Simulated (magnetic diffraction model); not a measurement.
# Moment size from magnetic intensity in Zr₄Co₃CuMo₄

Space group C222 (no. 21), a = 5.2010 Å, b = 8.6830 Å, c = 8.9650 Å.

```
site  atom       x       y       z
  8l    Mo  0.2406  0.0783  0.2567
  4k    Zr     1/4     3/4  0.0856
  4k    Zr     1/4     1/4  0.5767
  2b    Cu     1/2       0       0
  2c    Co     1/2       0     1/2
  2a    Co       0       0       0
  2d    Co       0       0     1/2
```

This is a made-up structure (elements placed in a structure type, unrelaxed), so the numbers test the method and describe no known phase.

Only Co is taken to order (form factors of Co2+); orders and moment sizes are assumed, and not adapted to the symmetry. Radiation: neutrons of λ = 2.0775 Å, 8° to 45°; isotropic B of 0.34 Å² (Mo), 0.37 Å² (Zr), 0.46 Å² (Cu) and 0.41 Å² (Co). The intensities are simulated: I ∝ L Σ (|F_N|² + |F_M⊥|²) for unpolarised neutrons, with F_M = 2.695 fm/μB × Σ f(s) S exp(2πi Q·r) exp(−B s²) at Q = H ± k (one set where k and −k are equivalent), only the part normal to Q counting and L = 1/(sin²θ cos θ). For collinear order S is the moment m, which repeats by lattice and centring translations R with the sign exp(−2πi k·R). Form factors are spin-only for 3d ions and dipole or tabulated for f ions, scattering lengths are Sears's of 1992, and absorption is left out. A label names one of the reflections at its angle. The strongest nuclear line in the range is 100, and lines under 0.2 are left out.

In a first state the assumed order is k = (0 0 0), collinear moments along [001], 2.48 μB on Co; signs + at (1/2, 0, 1/2), + at (0, 0, 0), − at (0, 0, 1/2), with this pattern:

```csv
2θ (°),index,nuclear,magnetic
13.31,(0 0 1),25.5,0.0
26.80,(0 0 2),5.4,0.0
26.93,(1 1 0),13.7,33.4
27.69,(0 2 0),0.9,15.6
30.15,(1 1 1),44.5,367.3
30.83,(0 2 1),17.9,19.5
38.35,(1 1 2),45.3,13.9
38.91,(0 2 2),100.0,6.9
40.68,(0 0 3),8.3,0.0
```

**Question.** Nearer the ordering temperature the line at 30.15° has total intensity 136.4 on the same scale, and all moments have shrunk alike. How large is the Co moment?

The nuclear part, 44.5, stays, so the magnetic part is 91.8 against 367.3. It goes as m², so m = 2.48 × √(91.8/367.3) = 1.24 μB; the value used was 1.24 μB.

[Logs are printed without paths, hosts, clocks, repeated set-up lines and the standing remarks that a program may print on its own settings, such as how far it seeks lower states.]
